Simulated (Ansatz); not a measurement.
# Cs on Ag(100): change of the work function

How does one ordered layer of Cs (hollow site) change the work function of Ag(100), and what dipole does each adsorbate carry?

Program: Ansatz 0.2.0. Level of theory: plane-wave DFT, PBE, Ansatz PAW. Values are calculated unless marked as measured.

**1. The structure**

The cell holds 4 atoms: 4 Ag. Cell: a = 2.892 Å, b = 2.892 Å, c = 24.135 Å, α = 90.0°, β = 90.0°, γ = 90.0°. Vacuum lies along c.

**2. The clean slab**

The bare slab comes first, as the zero from which every change is counted. The two lowest layers are held at bulk places and the upper ones relax. The dipole correction removes the false field that a one-sided slab makes across the periodic vacuum, so each face gets a flat vacuum level of its own.

Input file input.yaml:

```yaml
crystal:
  lattice:
    - [2.8920667351, 0.0, 0.0]
    - [0.0, 2.8920667351, 0.0]
    - [0.0, 0.0, 24.135]
  atoms:
    - { symbol: Ag, position: [0.5, 0.5, 0.3729024239] }
    - { symbol: Ag, position: [0.0, 0.0, 0.4576341413] }
    - { symbol: Ag, position: [0.5, 0.5, 0.5423658587] }
    - { symbol: Ag, position: [0.0, 0.0, 0.6270975761] }
kpoints:
  mp_grid: { grid: [12, 12, 1] }
hamiltonian:
  xc: pbe
scf:
  occupations: { method: fermi_dirac, width: 0.1 }
  convergence: { dr2_threshold: 1.0e-08 }
efield:
  axis: 3
  dipole_correction: true
  ramp_position: 0.97
  ramp_width: 0.06
relax:
  f_tol: 0.02
  max_steps: 60
  constraints: [{ sites: [0, 1] }]
output:
  write_potential: true
  write_density: true
  volumetric_format: npy
```

Command:

```bash
$ ansatz run input.yaml --threads 4 --pin off --max-ram 6144MiB --backend cpu --events-out ev --progress --plain --runs-dir out
```

The program printed:

```text
Engine: ansatz 0.2.0, x86_64-unknown-linux-gnu
Pseudopotentials: kind: paw
Pseudopotential: Ag, paw, valence charge 19, recommended cutoff 420 eV (normal), Ag.paw.azcp
Functional definition: PBE
  parameter kappa = 0.804
  parameter beta = 0.066725
  exchange = pbe_x(kappa = kappa, mu = beta*pi^2/3)
  correlation = pbe_c(beta = beta)
Crystal: 4 atoms, lattice volume = 201.866 Å³
Basis set: ecut = 420 eV, 3917 PW (Γ), exchange–correlation on 40×40×324 points (8 copies of the dense FFT grid, shifted against one another)
Bands: 46, of which v1, the nominal top of the filled ones, is band 38 counted from 1 (37 counted from 0)
Symmetry: 8 space group operations
k-points: 28 of 144
Non-local potential: Ag, projectors of the file, l = 0: 3, l = 1: 2, l = 2: 2, l = 3: 1
PAW form: soft (Blöchl's): semilocal exchange-correlation on the pseudo side does not see the compensation charge
PAW one-centre angular grid: Ag, 590 points (default); XC on 64 Gauss nodes
Initial density: superposition of atomic densities (neutral atoms: chi_scale 0, normalization atom), corrected by the library's trained network
Initial wavefunctions: pseudopotential atomic-orbital guess
Functional: x = pbe(κ = 0.804, μ = 0.219515), c = pbe(β = 0.066725)
SCF iter   1: F=—  HF=-30361.340084 eV  |F-HF|=—  |Δ(HF+E_count)|=         —  Δρ=9.03e-4  dr2=2.92e-3  ethr=1.77e-3  p=0.000 e·Å  D=3.97e-13 V/Å  ΔV_dip=-0.00 eV  dr2_dipole=4.44e-9  V_vac-E_F(+/−)=4.19/4.19 eV  ⟨swp⟩=7.9  Hψ=5507  notcnv=0  defer=6
efield: sawtooth ramp at fractional position 0.9700 (set: `efield.ramp_position`, or a place that a band, a saddle search or an elastic batch's reference lends), width 0.0600; the density the first Hamiltonian is built on has a dipole p = 0.000 e·Å; the dipole correction subtracts the counter field D = 3.97e-13 V/Å, which shifts the + side's vacuum level by -0.00 eV against the − side's; the planar-averaged density in the ramp window peaks in size at 4.8e-6 e/Å³
preconditioner: auto → LDOS  [metal: Δε(μ)=0.119 eV  Ē_g=9.007 eV  σ=0.100 eV  W_gap=0.28  n_scr=44 (ndim 8)  ℏωp=17.3 eV  f_vac=0.610  D(μ)=1.07/eV (n_scr^D=6)  β→1.0]
SCF iter   2: F=—  HF=-30361.345099 eV  |F-HF|=—  |Δ(HF+E_count)|=   5.02e-3  Δρ=8.96e-4  dr2=1.74e-3  ethr=3.84e-6  p=-0.000 e·Å  D=-7.64e-6 V/Å  ΔV_dip=0.00 eV  dr2_dipole=1.72e-9  V_vac-E_F(+/−)=4.23/4.23 eV  ⟨swp⟩=3.0  Hψ=3082  notcnv=0  defer=35
SCF iter   3: F=—  HF=-30361.344741 eV  |F-HF|=—  |Δ(HF+E_count)|=   3.58e-4  Δρ=3.66e-4  dr2=2.21e-4  ethr=2.29e-6  p=-0.000 e·Å  D=-3.20e-6 V/Å  ΔV_dip=0.00 eV  dr2_dipole=1.41e-9  V_vac-E_F(+/−)=4.23/4.23 eV  ⟨swp⟩=2.1  Hψ=2096  notcnv=0  defer=35
SCF iter   4: F=—  HF=-30361.344703 eV  |F-HF|=—  |Δ(HF+E_count)|=   3.79e-5  Δρ=5.37e-5  dr2=7.54e-6  ethr=2.91e-7  p=-0.000 e·Å  D=-1.94e-6 V/Å  ΔV_dip=0.00 eV  dr2_dipole=2.69e-10  V_vac-E_F(+/−)=4.23/4.23 eV  ⟨swp⟩=2.1  Hψ=1960  notcnv=0  defer=35
SCF iter   5: F=—  HF=-30361.344706 eV  |F-HF|=—  |Δ(HF+E_count)|=   2.68e-6  Δρ=2.23e-5  dr2=1.20e-6  ethr=9.92e-9  p=-0.000 e·Å  D=-8.38e-7 V/Å  ΔV_dip=0.00 eV  dr2_dipole=2.87e-11  V_vac-E_F(+/−)=4.23/4.23 eV  ⟨swp⟩=2.3  Hψ=2137  notcnv=0  defer=35
SCF iter   6: F=—  HF=-30361.344706 eV  |F-HF|=—  |Δ(HF+E_count)|=   1.67e-7  Δρ=7.89e-6  dr2=1.50e-7  ethr=1.58e-9  p=-0.000 e·Å  D=-3.00e-7 V/Å  ΔV_dip=0.00 eV  dr2_dipole=1.10e-12  V_vac-E_F(+/−)=4.23/4.23 eV  ⟨swp⟩=2.0  Hψ=1850  notcnv=0  defer=35
SCF iter   7: F=-30361.344706 eV  HF=-30361.344706 eV  |F-HF|=1.88e-8  |Δ(HF+E_count)|=   2.77e-8  Δρ=2.32e-6  dr2=9.51e-9  ethr=1.32e-11  p=-0.000 e·Å  D=-1.48e-7 V/Å  ΔV_dip=0.00 eV  dr2_dipole=4.74e-14  V_vac-E_F(+/−)=4.23/4.23 eV  ⟨swp⟩=7.3  Hψ=8723  notcnv=0
SCF 1 converged in 7 iterations: F = -30361.344706 eV  dr2 = 9.51e-9
  greatest PAW one-centre occupation: 1.000 electrons in one spin orbital (limit 2), on the Ag atom at site 1 (counted from 0), in its partial waves of l = 0
relax step   1: F+E_penalty+E_count = -30361.34470629 eV  Δ(F+E_penalty+E_count) = +0.000e0 eV  max|allowed force component| = 1.102e-1 eV/Å  Δτ_max = 0.0000 Å  (7 SCF iters, accepted)
Initial density: handed on by an earlier stage of this run
Initial wavefunctions: those handed on with the density
iter 1 solved again at ethr=3.44e-5 eV; its pass at ethr=3.10e-3 eV (dr2=2.61e-2 eV) is discarded
SCF iter   1: F=—  HF=-30361.358101 eV  |F-HF|=—  |Δ(HF+E_count)|=         —  Δρ=3.49e-3  dr2=2.40e-2  ethr=3.44e-5  p=0.000 e·Å  D=1.08e-7 V/Å  ΔV_dip=-0.00 eV  dr2_dipole=3.97e-5  V_vac-E_F(+/−)=4.24/4.24 eV  ⟨swp⟩=2.0  Hψ=5174  notcnv=0  defer=46
efield: sawtooth ramp at fractional position 0.9700 (set: `efield.ramp_position`, or a place that a band, a saddle search or an elastic batch's reference lends), width 0.0600; the density the first Hamiltonian is built on has a dipole p = 0.000 e·Å; the dipole correction subtracts the counter field D = 1.08e-7 V/Å, which shifts the + side's vacuum level by -0.00 eV against the − side's; the planar-averaged density in the ramp window peaks in size at 6.4e-7 e/Å³
preconditioner: auto → LDOS  [metal: Δε(μ)=0.119 eV  Ē_g=8.924 eV  σ=0.100 eV  W_gap=0.29  n_scr=44 (ndim 8)  ℏωp=17.3 eV  f_vac=0.604  D(μ)=1.17/eV (n_scr^D=6)  β→1.0]
SCF iter   2: F=—  HF=-30361.356349 eV  |F-HF|=—  |Δ(HF+E_count)|=   1.75e-3  Δρ=2.86e-3  dr2=3.09e-2  ethr=3.16e-5  p=0.002 e·Å  D=1.76e-3 V/Å  ΔV_dip=-0.04 eV  dr2_dipole=4.06e-3  V_vac-E_F(+/−)=4.19/4.23 eV  ⟨swp⟩=2.0  Hψ=2336  notcnv=0  defer=46
SCF iter   3: F=—  HF=-30361.350078 eV  |F-HF|=—  |Δ(HF+E_count)|=   6.27e-3  Δρ=5.21e-4  dr2=9.87e-4  ethr=3.16e-5  p=-0.000 e·Å  D=-2.51e-4 V/Å  ΔV_dip=0.01 eV  dr2_dipole=1.99e-4  V_vac-E_F(+/−)=4.24/4.24 eV  ⟨swp⟩=2.0  Hψ=1949  notcnv=0  defer=46
SCF iter   4: F=—  HF=-30361.350181 eV  |F-HF|=—  |Δ(HF+E_count)|=   1.02e-4  Δρ=6.32e-4  dr2=7.38e-4  ethr=1.30e-6  p=-0.000 e·Å  D=-2.97e-4 V/Å  ΔV_dip=0.01 eV  dr2_dipole=1.08e-7  V_vac-E_F(+/−)=4.24/4.24 eV  ⟨swp⟩=2.0  Hψ=2295  notcnv=0  defer=46
SCF iter   5: F=—  HF=-30361.349980 eV  |F-HF|=—  |Δ(HF+E_count)|=   2.01e-4  Δρ=3.60e-5  dr2=2.35e-6  ethr=9.71e-7  p=-0.001 e·Å  D=-5.46e-4 V/Å  ΔV_dip=0.01 eV  dr2_dipole=2.99e-7  V_vac-E_F(+/−)=4.25/4.24 eV  ⟨swp⟩=2.0  Hψ=2232  notcnv=0  defer=46
SCF iter   6: F=—  HF=-30361.350015 eV  |F-HF|=—  |Δ(HF+E_count)|=   3.53e-5  Δρ=1.30e-5  dr2=3.16e-7  ethr=3.10e-9  p=-0.001 e·Å  D=-5.70e-4 V/Å  ΔV_dip=0.01 eV  dr2_dipole=1.51e-8  V_vac-E_F(+/−)=4.25/4.24 eV  ⟨swp⟩=3.0  Hψ=2323  notcnv=0  defer=49
SCF iter   7: F=—  HF=-30361.350015 eV  |F-HF|=—  |Δ(HF+E_count)|=   3.22e-7  Δρ=3.73e-6  dr2=3.71e-8  ethr=4.15e-10  p=-0.001 e·Å  D=-5.79e-4 V/Å  ΔV_dip=0.01 eV  dr2_dipole=1.28e-9  V_vac-E_F(+/−)=4.25/4.24 eV  ⟨swp⟩=2.0  Hψ=1866  notcnv=0  defer=51
SCF iter   8: F=-30361.350015 eV  HF=-30361.350015 eV  |F-HF|=9.98e-9  |Δ(HF+E_count)|=   2.02e-8  Δρ=1.51e-6  dr2=4.03e-9  ethr=1.32e-11  p=-0.001 e·Å  D=-5.85e-4 V/Å  ΔV_dip=0.01 eV  dr2_dipole=9.77e-11  V_vac-E_F(+/−)=4.25/4.24 eV  ⟨swp⟩=9.0  Hψ=7973  notcnv=0
SCF 2 converged in 8 iterations: F = -30361.350015 eV  dr2 = 4.03e-9
relax step   2: F+E_penalty+E_count = -30361.35001537 eV  Δ(F+E_penalty+E_count) = -5.309e-3 eV  max|allowed force component| = 8.596e-2 eV/Å  Δτ_max = 0.1538 Å  (8 SCF iters, accepted)
SCF iter   1: F=—  HF=-30361.354391 eV  |F-HF|=—  |Δ(HF+E_count)|=         —  Δρ=1.45e-3  dr2=4.45e-3  ethr=5.34e-5  p=-0.001 e·Å  D=-5.85e-4 V/Å  ΔV_dip=0.01 eV  dr2_dipole=5.19e-5  V_vac-E_F(+/−)=4.25/4.23 eV  ⟨swp⟩=4.6  Hψ=3474  notcnv=0  defer=50
efield: sawtooth ramp at fractional position 0.9700 (set: `efield.ramp_position`, or a place that a band, a saddle search or an elastic batch's reference lends), width 0.0600; the density the first Hamiltonian is built on has a dipole p = -0.001 e·Å; the dipole correction subtracts the counter field D = -5.85e-4 V/Å, which shifts the + side's vacuum level by +0.01 eV against the − side's; the planar-averaged density in the ramp window peaks in size at 4.0e-7 e/Å³
preconditioner: auto → LDOS  [metal: Δε(μ)=0.130 eV  Ē_g=8.950 eV  σ=0.100 eV  W_gap=0.31  n_scr=44 (ndim 8)  ℏωp=17.3 eV  f_vac=0.606  D(μ)=1.11/eV (n_scr^D=6)  β→1.0]
SCF iter   2: F=—  HF=-30361.354270 eV  |F-HF|=—  |Δ(HF+E_count)|=   1.21e-4  Δρ=1.33e-3  dr2=5.72e-3  ethr=5.85e-6  p=-0.002 e·Å  D=-1.43e-3 V/Å  ΔV_dip=0.03 eV  dr2_dipole=3.82e-4  V_vac-E_F(+/−)=4.27/4.24 eV  ⟨swp⟩=2.3  Hψ=2617  notcnv=0  defer=50
SCF iter   3: F=—  HF=-30361.353010 eV  |F-HF|=—  |Δ(HF+E_count)|=   1.26e-3  Δρ=2.74e-4  dr2=1.68e-4  ethr=5.85e-6  p=-0.001 e·Å  D=-4.82e-4 V/Å  ΔV_dip=0.01 eV  dr2_dipole=1.17e-5  V_vac-E_F(+/−)=4.25/4.23 eV  ⟨swp⟩=2.0  Hψ=2030  notcnv=0  defer=50
SCF iter   4: F=—  HF=-30361.353012 eV  |F-HF|=—  |Δ(HF+E_count)|=   1.88e-6  Δρ=2.42e-4  dr2=1.03e-4  ethr=2.21e-7  p=-0.001 e·Å  D=-5.04e-4 V/Å  ΔV_dip=0.01 eV  dr2_dipole=3.86e-8  V_vac-E_F(+/−)=4.25/4.23 eV  ⟨swp⟩=2.6  Hψ=2285  notcnv=0  defer=50
SCF iter   5: F=—  HF=-30361.352987 eV  |F-HF|=—  |Δ(HF+E_count)|=   2.50e-5  Δρ=8.74e-5  dr2=1.41e-5  ethr=1.35e-7  p=-0.001 e·Å  D=-4.56e-4 V/Å  ΔV_dip=0.01 eV  dr2_dipole=8.83e-9  V_vac-E_F(+/−)=4.24/4.23 eV  ⟨swp⟩=2.0  Hψ=1676  notcnv=0  defer=50
SCF iter   6: F=—  HF=-30361.352987 eV  |F-HF|=—  |Δ(HF+E_count)|=   2.97e-7  Δρ=2.30e-5  dr2=1.02e-6  ethr=1.86e-8  p=-0.000 e·Å  D=-4.19e-4 V/Å  ΔV_dip=0.01 eV  dr2_dipole=2.19e-8  V_vac-E_F(+/−)=4.24/4.23 eV  ⟨swp⟩=2.0  Hψ=2110  notcnv=0  defer=50
SCF iter   7: F=—  HF=-30361.352989 eV  |F-HF|=—  |Δ(HF+E_count)|=   2.40e-6  Δρ=4.56e-6  dr2=5.35e-8  ethr=1.34e-9  p=-0.000 e·Å  D=-4.08e-4 V/Å  ΔV_dip=0.01 eV  dr2_dipole=6.92e-9  V_vac-E_F(+/−)=4.24/4.23 eV  ⟨swp⟩=2.0  Hψ=2053  notcnv=0  defer=50
SCF iter   8: F=-30361.352989 eV  HF=-30361.352989 eV  |F-HF|=3.71e-10  |Δ(HF+E_count)|=   3.54e-9  Δρ=1.26e-6  dr2=3.97e-9  ethr=1.32e-11  p=-0.000 e·Å  D=-4.02e-4 V/Å  ΔV_dip=0.01 eV  dr2_dipole=2.72e-10  V_vac-E_F(+/−)=4.24/4.23 eV  ⟨swp⟩=9.1  Hψ=8163  notcnv=0
SCF 3 converged in 8 iterations: F = -30361.352989 eV  dr2 = 3.97e-9
relax step   3: F+E_penalty+E_count = -30361.35298904 eV  Δ(F+E_penalty+E_count) = -2.974e-3 eV  max|allowed force component| = 6.064e-3 eV/Å  Δτ_max = 0.0609 Å  (8 SCF iters, accepted)
NSCF: frozen V_eff on 28 k-points
the band table was solved once a step of the walk had ended and its energy, with any forces and stress, was formed, with the checks that follow a solve (6830 applications of the Hamiltonian). They found nothing against the state; the energy, forces and stress were not computed again (output.eigenvalues in the input reference)
WARN: The output density's exchange-correlation potential varies sharply where the density is thin. Do not read a vacuum level from v_tot or v_xc, or from such a field of the output density. On a cell that repeats whose density bears no net charge and no dipole along the vacuum's axis use v_es (v_loc + v_h of the components); under efield.dipole_correction with no amplitude use v_es + v_field, which holds any externa [...]
SCF converged after 8 iterations
Free energy (F): -30361.352989 eV
Harris-Foulkes:  -30361.352989 eV  (|F-HF|=3.71e-10)
Internal energy: -30361.314367 eV  (E = F + TS)
E sigma→0 (E₀):  -30361.333678 eV
Entropy (-TS):   -0.038622 eV (-9.655 meV/atom)
Fermi energy:    3.092469 eV
Dipole field:    D = -0.000380 V/Å  (p = -0.000424 e·Å, saw-weighted, corrected)
Work function:   Φ+ = 4.2431 eV   Φ− = 4.2339 eV
Levels:          The Fermi level and band energies are counted from a zero that moves with the ramp; work functions are not
--- Per-component energies (eV) ---
  E_band       = -2008.033154
  E_kinetic    = 2108.706538
  E_local      = -119496.474579  (includes V_loc(G=0)·N_el)
  E_nonlocal   = 321.284071
  E_hartree    = 58822.081479
  E_xc         = -737.592717
  E_vxc        = -936.881143  (∫ρ·V_xc dr)
  E_paw        = -15609.609590  (= ΣΔE_a)
  E_vpaw       = -1648.829283  (= ΣTr[D̂ρ^β])
  E_aug_tail   = 0.001303  (compensation charges beyond the density's cutoff)
  E_efield     = 0.000000  (sawtooth field / dipole correction)
  E_vefield    = 0.001127  (∫n·V_field dr)
  E_ewald      = 44230.289129
  E_smearing   = -0.038622  (= −TS)
  E_closure    = -0.000000  (closes the sum)
  Σ components = -30361.352989   (vs F -30361.352989, Δ=0.00e0)
--- Forces (eV/Å), atoms counted from 1 ---
  atom   1  Ag    -0.00000000     0.00000000    -0.09067588
  atom   2  Ag    -0.00000000     0.00000000     0.08068782
  atom   3  Ag     0.00000000     0.00000000     0.00606432
  atom   4  Ag     0.00000000     0.00000000     0.00391748
  max |Σ_I F_I| component: 6.25e-6 eV/Å
--- Band table (eV; the first three rows and the last of 28) ---
  k-point 0: bands = [... 34 lower, 0.0459, 0.1262, 0.1943, 0.1943, 0.4083, 2.8425, 4.3409, 7.1872, ... 4 higher]
  k-point 1: bands = [... 34 lower, -0.0926, -0.0274, 0.0815, 0.2166, 0.7221, 3.0451, 4.6143, 7.3181, ... 4 higher]
  k-point 2: bands = [... 34 lower, -0.1400, -0.1245, 0.0515, 0.2137, 1.2303, 3.5782, 5.3249, 7.6855, ... 4 higher]
  k-point 27: bands = [... 34 lower, 0.5700, 0.5876, 5.5749, 5.5749, 7.4400, 7.4400, 9.8432, 9.8432, ... 4 higher]
--- Relaxed structure (3 steps of the walk, 3 accepted, 0 SCFs on fresh bases) ---
  F+E_penalty+E_count = -30361.35298904 eV   max|allowed force component| = 6.064e-3 eV/Å
  atoms:
    - { symbol: Ag, position: [0.5, 0.5, 0.3729024239] }
    - { symbol: Ag, position: [0.0, 0.0, 0.4576341413] }
    - { symbol: Ag, position: [0.5, 0.5, 0.544976] }
    - { symbol: Ag, position: [0, 0.0, 0.630949] }
```

Wall time 4.9 s (4 threads of AMD EPYC 9R45 (Zen 5), shared host); peak memory 0.64 GiB; 18 s of CPU time.

Reading the cycles: dr2 is the Hartree energy of the density residual (eV), the measure of convergence; HF is the Harris–Foulkes estimate of the energy, which meets the free energy F at convergence.

Relaxation path:

| step | energy less that of the first step (eV) | largest force component (eV/Å) |
| --- | --- | --- |
| 1 | 0.0000 | 0.1102 |
| 2 | -0.0053 | 0.0860 |
| 3 | -0.0083 | 0.0061 |

The run keeps the 8 symmetry operations that the program found, so distortions that break them were not tested.

The atoms that moved most (Å):

```csv
atom,dx,dy,dz,length
Ag4,0.000,0.000,0.093,0.093
Ag3,0.000,0.000,0.063,0.063
```

Final coordinates:

```xyz
4
Lattice="2.8921 0.0000 0.0000 0.0000 2.8921 0.0000 0.0000 0.0000 24.1350" Properties=species:S:1:pos:R:3
Ag    1.4460    1.4460    9.0000
Ag    0.0000    0.0000   11.0450
Ag    1.4460    1.4460   13.1530
Ag    0.0000    0.0000   15.2279
```

Numbers from this step:

```yaml
energy_at_zero_smearing: -30361.3337 eV
work_function_upper_face: 4.243 eV
dipole_along_the_normal: -4.24e-4 e·Å
```

Running mean over 2.045 Å of the planar mean; the ramp of the sawtooth is left out. The electron's electrostatic potential energy less the Fermi level by z:

z (Å), electron's electrostatic potential energy less the Fermi level (eV) and a bar from the least value:
```
      3.0       4.23 ##############################
      3.5       4.23 ##############################
      4.0       4.23 ##############################
      4.5       4.23 ##############################
      5.0       4.23 ##############################
      5.5       4.22 ##############################
      6.0       4.18 ##############################
      6.5       4.06 #############################
      7.0       3.63 ############################
      7.5       1.94 #######################
      8.0      -1.25 ##############
      8.5      -4.31 #####
      9.0      -5.66 #
      9.5      -5.92 
     10.0      -5.98 
     10.5      -6.01 
     11.0      -5.98 
     11.5      -5.77 #
     12.0      -5.59 #
     12.5      -5.67 #
     13.0      -5.89 
     13.5      -5.90 
     14.0      -5.79 #
     14.5      -5.77 #
     15.0      -5.75 #
     15.5      -5.14 ###
     16.0      -2.77 #########
     16.5       0.61 ###################
     17.0       3.10 ###########################
     17.5       3.94 #############################
     18.0       4.16 ##############################
     18.5       4.22 ##############################
     19.0       4.24 ##############################
     19.5       4.24 ##############################
     20.0       4.24 ##############################
     20.5       4.24 ##############################
     21.0       4.24 ##############################
```

The relaxation took 3 steps and lowered the energy by 0.0083 eV; the largest force on the free atoms ends at 0.0061 eV/Å.

The work function of the upper face is 4.24 eV.

[end of part 1 of 2]

[Long decimals in the printed logs are rounded to 6 places.]

[Logs are printed without paths, hosts, clocks, repeated set-up lines and the standing remarks that a program may print on its own settings, such as how far it seeks lower states.]

[Hosts, paths, dates, database ids (printed as entryN), source tags and the programs' standing remarks are cut or masked in the printed files.]

[Maps of the electrostatic potential energy from Ansatz leave out the sawtooth potential of an applied field or a dipole correction, so their vacuum need not be flat; planar profiles and work functions include it.]
